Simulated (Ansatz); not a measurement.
**Lattice dynamics of Sn2C (model cell, started as antifluorite)**

Wanted: phonon frequencies of Sn2C (model cell, started as antifluorite) and what follows from them.

Calculated with Ansatz 0.2.0; DFT PBEsol, scalar-relativistic, plane waves, PAW.

The structure was built from a prototype and need not be the compound's stable phase.

**1. Set-up**

Symmetry: Fm-3m, No. 225, cubic system. The conventional cell has a = 5.764 Å, b = 5.764 Å, c = 5.764 Å, α = 90.00°, β = 90.00°, γ = 90.00°. C has 8 Sn at 2.50 Å nearest. Nearest to Sn lie 4 C at 2.50 Å. Farther neighbours are not listed.

Coordinates:

```cif
data_structure
_symmetry_space_group_name_H-M 'Fm-3m'
_symmetry_Int_Tables_number 225
_cell_length_a 5.7643
_cell_length_b 5.7643
_cell_length_c 5.7643
_cell_angle_alpha 90.000
_cell_angle_beta 90.000
_cell_angle_gamma 90.000
_cell_volume 191.53
loop_
_atom_site_label
_atom_site_type_symbol
_atom_site_symmetry_multiplicity
_atom_site_Wyckoff_symbol
_atom_site_fract_x
_atom_site_fract_y
_atom_site_fract_z
_atom_site_occupancy
C1 C 4 a 0.00000 0.00000 0.00000 1
Sn1 Sn 8 c 0.25000 0.75000 0.75000 1
```

**2. Rough relaxation**

The start is far from rest, so a relaxation with loose tolerances brings it close first.

input.yaml reads:

```yaml
crystal:
  lattice:
    - [0.0, 2.88213, 2.88213]
    - [2.88213, 0.0, 2.88213]
    - [2.88213, 2.88213, 0.0]
  atoms:
    - { symbol: C, position: [0.0, 0.0, 0.0] }
    - { symbol: Sn, position: [0.25, 0.25, 0.25] }
    - { symbol: Sn, position: [0.75, 0.75, 0.75] }
kpoints:
  mp_grid: { grid: [6, 6, 6] }
hamiltonian:
  xc: pbesol
scf:
  occupations: { method: gaussian, width: 0.1 }
output:
  forces: true
  stress: true
  eigenvalues: true
relax:
  adjacent_minimum: "off"
  f_tol: 0.05
  max_steps: 80
  cell: { stress_tol: 0.5 }
```

On the command line:

```bash
> ansatz run input.yaml --threads 4 --pin off --max-ram 7168MiB --backend cpu --events-out ev --progress --plain --runs-dir out
```

Numbers of over 12 decimals in the logs are rounded to 6 here.

The program printed:

```text
The last accepted step is kept in <dir> (removed where the run ends without a failure and the disk answers)
Engine: ansatz 0.2.0, aarch64-unknown-linux-gnu
Pseudopotentials: kind: paw
Pseudopotential: C, paw, valence charge 4, recommended cutoff 420 eV (normal), C.paw.azcp
Pseudopotential: Sn, paw, valence charge 14, recommended cutoff 420 eV (normal), Sn.paw.azcp
Functional definition: PBEsol
  exchange = pbesol_x
[...]
F+E_penalty+E_count = -12142.23727406 eV   max|allowed force component| = 1.480e-16 eV/Å   (the final SCF, on the basis selected at the relaxed cell)
  cell:  # Å, volume = 60.5133 Å³
    - [0, 3.116068, 3.116068]
    - [3.116068, 0, 3.116068]
    - [3.116068, 3.116068, 0]
  atoms:
    - { symbol: C, position: [0, 0, 0] }
    - { symbol: Sn, position: [0.25, 0.25, 0.25] }
    - { symbol: Sn, position: [0.750000, 0.750000, 0.750000] }
[key lines of the parts left out:]
SCF converged after 6 iterations
Free energy (F): -12142.237274 eV
Fermi energy:    11.197777 eV
P = ⅓ Tr σ = 0.0312 GPa (0.312 kbar)
```

The job ended after 2.7 s (4 threads of Arm Neoverse V2, shared host; peak memory 0.33 GiB).

Relaxation path:

```csv
step,energy less that of the first step (eV),largest force component (eV/Å),pressure (GPa),volume (Å³)
1,0.0000,0.0000,29.19,47.88
2,-0.8019,0.0000,8.25,55.23
3,-0.9100,0.0000,2.09,58.78
4,-0.9183,0.0000,0.25,60.09
5*,-0.9390,0.0000,0.56,60.09
6,-0.9394,0.0000,0.03,60.51
7*,-0.9398,0.0000,0.03,60.51
```

Relaxation steps marked * repeat the geometry before them on a plane-wave basis chosen anew for their cell, so energy and pressure can jump there.

The run keeps the 48 symmetry operations that it works with, so distortions that break them were not tested.

```csv
"conventional cell, symmetrised",before,after,change
a (Å),5.764,6.232,+8.1 %
b (Å),5.764,6.232,+8.1 %
c (Å),5.764,6.232,+8.1 %
volume (Å³/atom),15.96,20.17,+26.4 %
```

Final coordinates:

```cif
data_structure
_symmetry_space_group_name_H-M 'P 1'
_symmetry_Int_Tables_number 1
_cell_length_a 4.4068
_cell_length_b 4.4068
_cell_length_c 4.4068
_cell_angle_alpha 60.000
_cell_angle_beta 60.000
_cell_angle_gamma 60.000
_cell_volume 60.51
loop_
_atom_site_label
_atom_site_type_symbol
_atom_site_fract_x
_atom_site_fract_y
_atom_site_fract_z
_atom_site_occupancy
C1 C 0.00000 0.00000 0.00000 1
Sn2 Sn 0.25000 0.25000 0.25000 1
Sn3 Sn 0.75000 0.75000 0.75000 1
```

This step gave:

```
pressure          : 0.03117 GPa
volume per atom   : 20.17 Å³
gap on the k-mesh : 0 eV
```

In this step the volume went from 15.96 to 20.17 Å³/atom.

**3. Relaxation**

The cell and atoms are relaxed, since residual forces and stress would shift the frequencies.

input.yaml reads:

```yaml
crystal:
  lattice:
    - [0.0, 3.1160676513, 3.1160676513]
    - [3.1160676513, 0.0, 3.1160676513]
    - [3.1160676513, 3.1160676513, 0.0]
  atoms:
    - { symbol: C, position: [0.0, 0.0, 0.0] }
    - { symbol: Sn, position: [0.25, 0.25, 0.25] }
    - { symbol: Sn, position: [0.75, 0.75, 0.75] }
kpoints:
  mp_grid: { grid: [12, 12, 12] }
hamiltonian:
  xc: pbesol
scf:
  occupations: { method: gaussian, width: 0.1 }
output:
  forces: true
  stress: true
  eigenvalues: true
  write_density: true
  write_potential: true
  elf: true
  volumetric_format: npy
relax:
  adjacent_minimum: "off"
  f_tol: 0.005
  max_steps: 80
  cell: { stress_tol: 0.05 }
```

The program printed:

```text
[...]
Crystal: 3 atoms, lattice volume = 60.513 Å³
Basis set: ecut = 420 eV, 1243 PW (Γ), exchange–correlation on 60×60×60 points (8 copies of the dense FFT grid, shifted against one another)
Bands: 20, of which v1, the nominal top of the filled ones, is band 16 counted from 1 (15 counted from 0)
Symmetry: 48 space group operations
[...]
k-points: 72 of 1728
[...]
SCF iter   1: F=—  HF=-12142.222677 eV  |F-HF|=—  |Δ(HF+E_count)|=         —  Δρ=1.19e-2  dr2=1.53e-1  ethr=1.77e-3  ⟨swp⟩=5.7  Hψ=6943  notcnv=0
[...]
SCF iter   7: F=-12142.190313 eV  HF=-12142.190313 eV  |F-HF|=2.84e-8  |Δ(HF+E_count)|=   1.10e-7  Δρ=8.35e-6  dr2=4.60e-8  ethr=3.13e-10  ⟨swp⟩=7.0  Hψ=8835  notcnv=0
SCF 1 converged in 7 iterations: F = -12142.190313 eV  dr2 = 4.60e-8
[...]
relax step   1: F+E_penalty+E_count = -12142.19031282 eV  Δ(F+E_penalty+E_count) = +0.000e0 eV  max|allowed force component| = 3.392e-17 eV/Å  Δτ_max = 0.0000 Å  P = +0.824 GPa  Ω = 60.513 Å³  (7 SCF iters, dr2 threshold 1.00e-7 eV, accepted)
Crystal: 3 atoms, lattice volume = 62.213 Å³
[...]
SCF iter   6: F=-12142.187181 eV  HF=-12142.187181 eV  |F-HF|=1.94e-8  |Δ(HF+E_count)|=   1.11e-8  Δρ=5.93e-6  dr2=3.37e-8  ethr=9.37e-10  ⟨swp⟩=9.3  Hψ=9313  notcnv=0
SCF 2 converged in 6 iterations: F = -12142.187181 eV  dr2 = 3.37e-8
relax step   2: F+E_penalty+E_count = -12142.18718136 eV  Δ(F+E_penalty+E_count) = +3.131e-3 eV  max|allowed force component| = 2.652e-16 eV/Å  Δτ_max = 0.0000 Å  P = -1.138 GPa  Ω = 62.213 Å³  energy of the carried Pulay correction = -1.204e-3 eV  (6 SCF iters, dr2 threshold 3.00e-7 eV, rejected (line search))
Crystal: 3 atoms, lattice volume = 61.215 Å³
[...]
SCF iter   8: F=-12142.191548 eV  HF=-12142.191548 eV  |F-HF|=3.64e-12  |Δ(HF+E_count)|=  1.82e-12  Δρ=6.19e-8  dr2=2.67e-12  ethr=1.00e-12  ⟨swp⟩=6.0  Hψ=6274  notcnv=0
SCF 3 converged in 8 iterations: F = -12142.191548 eV  dr2 = 2.67e-12
relax step   3: F+E_penalty+E_count = -12142.19154784 eV  Δ(F+E_penalty+E_count) = -1.235e-3 eV  max|allowed force component| = 2.236e-16 eV/Å  Δτ_max = 0.0000 Å  P = -0.022 GPa  Ω = 61.215 Å³  energy of the carried Pulay correction = -5.014e-4 eV  (8 SCF iters, accepted)
[...]
SCF iter   6: F=-12142.192085 eV  HF=-12142.192085 eV  |F-HF|=3.64e-12  |Δ(HF+E_count)|=  3.64e-12  Δρ=1.35e-8  dr2=1.48e-13  ethr=1.00e-12  ⟨swp⟩=4.5  Hψ=5959  notcnv=0
SCF 4 converged in 6 iterations: F = -12142.192085 eV  dr2 = 1.48e-13
relax step   4: F+E_penalty+E_count = -12142.19208460 eV  Δ(F+E_penalty+E_count) = -5.368e-4 eV  max|allowed force component| = 2.359e-16 eV/Å  Δτ_max = 0.0000 Å  P = -0.014 GPa  Ω = 61.215 Å³  stress off target by 1.40e-2 GPa  SCF on the basis re-selected at this cell (its energy is not comparable with the rows above)  (6 SCF iters)
[...]
SCF converged after 6 iterations
Free energy (F): -12142.192085 eV
[...]
Internal energy: -12142.188346 eV  (E = F + TS)
E sigma→0 (E₀):  -12142.190215 eV
Entropy (-TS):   -0.003739 eV (-1.246 meV/atom)
Fermi energy:    10.857524 eV
[...]
--- Stress (GPa, compression-positive) ---
       -0.014004      -0.000000      -0.000000
       -0.000000      -0.014004      -0.000000
       -0.000000      -0.000000      -0.014004
  P = ⅓ Tr σ = -0.0140 GPa (-0.140 kbar)
--- Band table (eV; the first three rows and the last of 72) ---
  k-point 0: bands = [... 12 lower, 8.9623, 8.9623, 8.9623, 8.9970, 10.1784, 10.1784, 10.1784, 15.5057]
  k-point 1: bands = [... 12 lower, 8.0409, 8.8056, 8.8056, 9.1658, 10.3830, 10.3830, 11.1897, 15.2203]
  k-point 2: bands = [... 12 lower, 6.9357, 8.5189, 8.5189, 9.6757, 10.7746, 10.7746, 12.3980, 14.7710]
  k-point 71: bands = [... 12 lower, 2.9051, 5.5277, 10.3987, 10.3987, 10.4950, 11.7337, 14.7449, 14.7449]
--- Relaxed structure (3 steps of the walk, 2 accepted, 1 SCFs on fresh bases) ---
[...]
cell:  # Å, volume = 61.2153 Å³
    - [0, 3.128072, 3.128072]
    - [3.128072, 0, 3.128072]
    - [3.128072, 3.128072, 0]
  atoms:
    - { symbol: C, position: [0, 0, 0] }
    - { symbol: Sn, position: [0.25, 0.25, 0.25] }
    - { symbol: Sn, position: [0.750000, 0.750000, 0.750000] }
```

The job ended after 6 s (4 threads; peak memory 0.41 GiB; 22 s of CPU time).

The steps of the relaxation:

| step | energy less that of the first step (eV) | largest force component (eV/Å) | pressure (GPa) | volume (Å³) |
| --- | --- | --- | --- | --- |
| 1 | 0.0000 | 0.0000 | 0.82 | 60.51 |
| 2 | 0.0031 | 0.0000 | -1.14 | 62.21 |
| 3 | -0.0012 | 0.0000 | -0.02 | 61.22 |
| 4* | -0.0018 | 0.0000 | -0.01 | 61.22 |

Relaxation steps marked * repeat the geometry before them on a plane-wave basis chosen anew for their cell, so energy and pressure can jump there. Relaxation step 2 was tried and not accepted.

Forces are held to the 48 operations that the run works with; a distortion that breaks them can't arise in this run.

```
conventional cell, symmetrised  before  after  change
                         a (Å)   6.232  6.256  +0.4 %
                         b (Å)   6.232  6.256  +0.4 %
                         c (Å)   6.232  6.256  +0.4 %
              volume (Å³/atom)   20.17  20.41  +1.2 %
```

Final coordinates:

```cif
data_structure
_symmetry_space_group_name_H-M 'P 1'
_symmetry_Int_Tables_number 1
_cell_length_a 4.4238
_cell_length_b 4.4238
_cell_length_c 4.4238
_cell_angle_alpha 60.000
_cell_angle_beta 60.000
_cell_angle_gamma 60.000
_cell_volume 61.22
loop_
_atom_site_label
_atom_site_type_symbol
_atom_site_fract_x
_atom_site_fract_y
_atom_site_fract_z
_atom_site_occupancy
C1 C 0.00000 0.00000 0.00000 1
Sn2 Sn 0.25000 0.25000 0.25000 1
Sn3 Sn 0.75000 0.75000 0.75000 1
```

This step gave:

```yaml
pressure: -0.01400 GPa
volume_per_atom: 20.41 Å³
```

Valence density in the ac plane of a cell with a along [110], b along [-110] and c along [001] of the cube at fractional y = 0.000, with atoms of C and Sn within 0.2 Å of it. It is the smooth field of the valence electrons, not physical close to the nuclei.

Ten steps, logarithmic in the rise over the least value, from '_' (0 e/Å³) to '@' (15 e/Å³), each cell a mean:
```
++==--............::--==++++==::............::==++
==--::::::------::::::--==----::::::----::::::----
::::..::==**##**==::..::::::....--++####++--....::
......::++%%@@%%++::..........::==##@@@@##==::....
____..::++%%@@%%++::..________..==##@@@@##==..____
____..::==**##**==::__________..--++####++::..____
______..::--==--::..____________..::----::..______
________....::....______________............______
________..........________________........________
________..::::::..______________..::::::::..______
______..--==++==--..__________..::==++++--::..____
____..::++##%%##==::..________..--**%%%%**--..____
____..::++%%@@%%++::..______..::==##@@@@##==....__
......::++##%%##++::..........::--**%%%%**--......
--::::::--++++==--::::::----::::::==++++==::::::--
====::....::::::....::======--::..::::::::..::--==
++==--............::--==++++==::............::==++
```
Columns run along a (8.8 Å), rows up along c (6.3 Å), edges of the conventional cell, whose origin can differ from the input's. Atoms in or near the plane, at fractional coordinates: C at (0.00, 0.00), C at (0.50, 0.00), Sn at (0.25, 0.25), Sn at (0.75, 0.25), Sn at (0.25, 0.75), Sn at (0.75, 0.75).

Electrostatic potential energy in the ac plane of a cell with a along [110], b along [-110] and c along [001] of the cube at fractional y = 0.000, with atoms of C and Sn within 0.2 Å of it. With pseudopotentials it is smooth inside the atoms' cores, unlike the true potential.

Values in eV, 9 rows by 16 columns, each cell a mean:
```
-16   5  10   3   2   8   9 -12 -16   5  10   3   2   8   9 -12
 12  11  -1  10  17  -3   9  12  12  11  -1  10  17  -3   9  12
 13  11  -3  19  28  -3   8  13  13  11  -3  19  28  -3   8  13
 14  12   7  -1  -2   4  12  14  14  12   7  -1  -2   4  12  14
 14  13  12   9   8  11  13  14  14  13  12   9   8  11  13  14
 14  12   4  -2  -1   1  11  13  14  12   4  -2  -1   1  11  13
 13  10  -4  25  35  -3   7  13  13  10  -4  25  35  -3   7  13
  9  11   1   2   6  -2   9  10   9  11   1   2   6  -2   9  10
-22   2  11   7   6  10   8 -18 -22   2  11   7   6  10   8 -18
```
Columns run along a (8.8 Å; values clipped at the 3rd and 97th percentile), rows up along c (6.3 Å), edges of the conventional cell, whose origin can differ from the input's. Atoms in or near the plane, at fractional coordinates: C at (0.00, 0.00), C at (0.50, 0.00), Sn at (0.25, 0.25), Sn at (0.75, 0.25), Sn at (0.25, 0.75), Sn at (0.75, 0.75).

ELF in the ac plane of a cell with a along [110], b along [-110] and c along [001] of the cube at fractional y = 0.000, with atoms of C and Sn within 0.2 Å of it. It is the smooth field of the valence electrons, not physical close to the nuclei.

Values, 9 rows by 16 columns, each cell a mean:
```
0.67 0.67 0.33 0.32 0.32 0.30 0.56 0.70 0.67 0.67 0.33 0.32 0.32 0.30 0.56 0.70
0.45 0.33 0.30 0.17 0.13 0.27 0.32 0.42 0.45 0.33 0.30 0.17 0.13 0.27 0.32 0.42
0.12 0.25 0.32 0.11 0.06 0.28 0.30 0.15 0.12 0.25 0.32 0.11 0.06 0.28 0.30 0.15
0.07 0.18 0.32 0.32 0.31 0.33 0.23 0.09 0.07 0.18 0.32 0.32 0.31 0.33 0.23 0.09
0.05 0.11 0.23 0.32 0.33 0.27 0.14 0.06 0.05 0.11 0.23 0.32 0.33 0.27 0.14 0.06
0.08 0.21 0.34 0.29 0.27 0.33 0.27 0.11 0.08 0.21 0.34 0.29 0.27 0.33 0.27 0.11
0.15 0.26 0.31 0.08 0.03 0.26 0.29 0.17 0.15 0.26 0.31 0.08 0.03 0.26 0.29 0.17
0.58 0.41 0.30 0.22 0.20 0.29 0.35 0.54 0.58 0.41 0.30 0.22 0.20 0.29 0.35 0.54
0.54 0.70 0.35 0.31 0.32 0.30 0.61 0.66 0.54 0.70 0.35 0.31 0.32 0.30 0.61 0.66
```
Columns run along a (8.8 Å), rows up along c (6.3 Å), edges of the conventional cell, whose origin can differ from the input's. Atoms in or near the plane, at fractional coordinates: C at (0.00, 0.00), C at (0.50, 0.00), Sn at (0.25, 0.25), Sn at (0.75, 0.25), Sn at (0.25, 0.75), Sn at (0.75, 0.75).

In this step the volume went from 20.17 to 20.41 Å³/atom.

**4. Tight relaxation**

Phonons need a cell at rest on their own settings, so the relaxation is repeated with tight tolerances on forces and stress on the k mesh and occupations of the first response run.

input.yaml reads:

```yaml
crystal:
  lattice:
    - [0.0, 3.1280718686, 3.1280718686]
    - [3.1280718686, 0.0, 3.1280718686]
    - [3.1280718686, 3.1280718686, 0.0]
  atoms:
    - { symbol: C, position: [0.0, 0.0, 0.0] }
    - { symbol: Sn, position: [0.25, 0.25, 0.25] }
    - { symbol: Sn, position: [0.75, 0.75, 0.75] }
kpoints:
  mp_grid: { grid: [12, 12, 12] }
hamiltonian:
  xc: pbesol
scf:
  occupations: { method: methfessel_paxton, width: 0.2 }
output:
  forces: true
  stress: true
  eigenvalues: true
relax:
  adjacent_minimum: "off"
  f_tol: 0.001
  max_steps: 60
  cell: { stress_tol: 0.01 }
```

The program printed:

```text
[...]
Crystal: 3 atoms, lattice volume = 61.215 Å³
Basis set: ecut = 420 eV, 1243 PW (Γ), exchange–correlation on 60×60×60 points (8 copies of the dense FFT grid, shifted against one another)
Bands: 20, of which v1, the nominal top of the filled ones, is band 16 counted from 1 (15 counted from 0)
Symmetry: 48 space group operations
[...]
k-points: 72 of 1728
[...]
--- Relaxed structure (1 steps of the walk, 1 accepted, 1 SCFs on fresh bases) ---
[...]
cell:  # Å, volume = 61.2153 Å³
    - [0.0, 3.1280718686, 3.1280718686]
    - [3.1280718686, 0.0, 3.1280718686]
    - [3.1280718686, 3.1280718686, 0.0]
  atoms:
    - { symbol: C, position: [0.0, 0.0, 0.0] }
    - { symbol: Sn, position: [0.25, 0.25, 0.25] }
    - { symbol: Sn, position: [0.750000, 0.750000, 0.750000] }
[key lines of the parts left out:]
SCF converged after 7 iterations
Free energy (F): -12142.190232 eV
Fermi energy:    10.861168 eV
P = ⅓ Tr σ = 0.0026 GPa (0.026 kbar)
```

Wall time 3 s (4 threads); peak memory 0.4 GiB.

Little changed from the start: no atom moved by 0.005 Å and no cell edge by 0.1 %.

Numbers from this step:

| Quantity | Value |
| --- | --- |
| pressure | 0.002551 GPa |

The forces vanish by symmetry and the pressure is 0.003 GPa, within the tolerances set. The cell now holds 20.41 Å³/atom.

(Continued in part 2 of 2.)

[Logs are printed without paths, hosts, clocks, repeated set-up lines and the standing remarks that a program may print on its own settings, such as how far it seeks lower states.]

[Hosts, paths, dates, database ids (printed as entryN), source tags and the programs' standing remarks are cut or masked in the printed files.]
